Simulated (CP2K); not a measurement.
Two runs for the O K edge of 3-acetylpyridine. Run A: CP2K XAS_TDP, all-electron GAPW, PBEh(45%), aug-cc-pVDZ, TDA, no relativity. Run B differs in one setting.

First lines with a strength over 0.0015. A:

```csv
atom,energy (eV),states,"strength, one atom"
O3 (bonded to C),526.15,1,0.0415
,531.61,1,0.0031
,534.29,1,0.0019
,534.60,1,0.0021
,534.83,1,0.0042
```

B:

```csv
atom,energy (eV),states,"strength, one atom"
O3 (bonded to C),531.86,1,0.0474
,538.86,1,0.0027
,539.18,1,0.0019
,539.36,1,0.0027
,539.86,1,0.0018
```

Which was it: scalar relativity switched on, GW2X switched on, the functional, the basis?

The functional (functional from PBEh(45%) to PBEh(60%); the lines alone don't name the new value). A functional moves all lines by electronvolts and changes their spacings and strengths. Against PBEh(45%) in aug-cc-pVDZ, the leading line moves by +5.71 eV, to 531.86 eV; the strength of O3's goes from 0.0415 to 0.0474. The next line of O3 over the strength cut lies 7.00 eV higher, against 5.46.

[Banner, clock and machine lines of the logs are left out without a mark of their own.]

[Logs are printed without paths, hosts, clocks, repeated set-up lines and the standing remarks that a program may print on its own settings, such as how far it seeks lower states.]

[Hosts, paths, dates, database ids (printed as entryN), source tags and the programs' standing remarks are cut or masked in the printed files.]
